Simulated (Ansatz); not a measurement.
Rows from a G0W0 calculation on ZnWO4 (P2/c) (Ansatz 0.2.0; G0W0 on LDA, plane waves, PAW; 4×2×4 mesh, 610 empty bands, screening to 160 eV), in eV. Spin-orbit coupling is left out.

```
row                       k  band   start       Σx  Σc at the solution      Vxc
  A  (0.250, 0.000, -0.250)    c2  11.617  -15.426              -4.479  -20.940
  B  (0.250, 0.000, -0.250)    v1   8.186  -27.936               4.581  -22.867
  C  (0.250, 0.000, -0.250)    c1  11.542  -15.805              -4.603  -21.475
  D  (0.000, -0.500, 0.000)    c2  11.987  -16.528              -4.675  -22.343
  E  (0.000, -0.500, 0.000)    c1  11.058  -15.668              -4.579  -21.281
  F  (0.000, -0.500, 0.000)    v1   8.206  -29.435               4.697  -24.182
```

Question: Give the quasiparticle energies and the shift of each level.

The quasiparticle equation reads E = start + Σx + Σc(E) − Vxc.

| row | E (eV) | shift (eV) |
| --- | --- | --- |
| A | 12.651 | +1.034 |
| B | 7.697 | −0.489 |
| C | 12.610 | +1.067 |
| D | 13.127 | +1.141 |
| E | 12.091 | +1.034 |
| F | 7.650 | −0.556 |

The gap over the computed points goes from 2.85 eV to 4.39 eV.

Limits: not at the basis limit; d shell near the gap, gap tends to lie low; no spin-orbit coupling; coarse k mesh.

[Paths, hosts, dates, memory and timing lines, banners, echoed tables and standing remarks are left out of the program output.]

[Logs are printed without paths, hosts, clocks, repeated set-up lines and the standing remarks that a program may print on its own settings, such as how far it seeks lower states.]

[Runs of the session that timed out or met a known fault of the program may be left out.]

[Cells called generated may have been cut or substituted from an entry of the Crystallography Open Database or the Materials Project.]

[Hosts, paths, dates, database ids (printed as entryN), source tags and the programs' standing remarks are cut or masked in the printed files.]
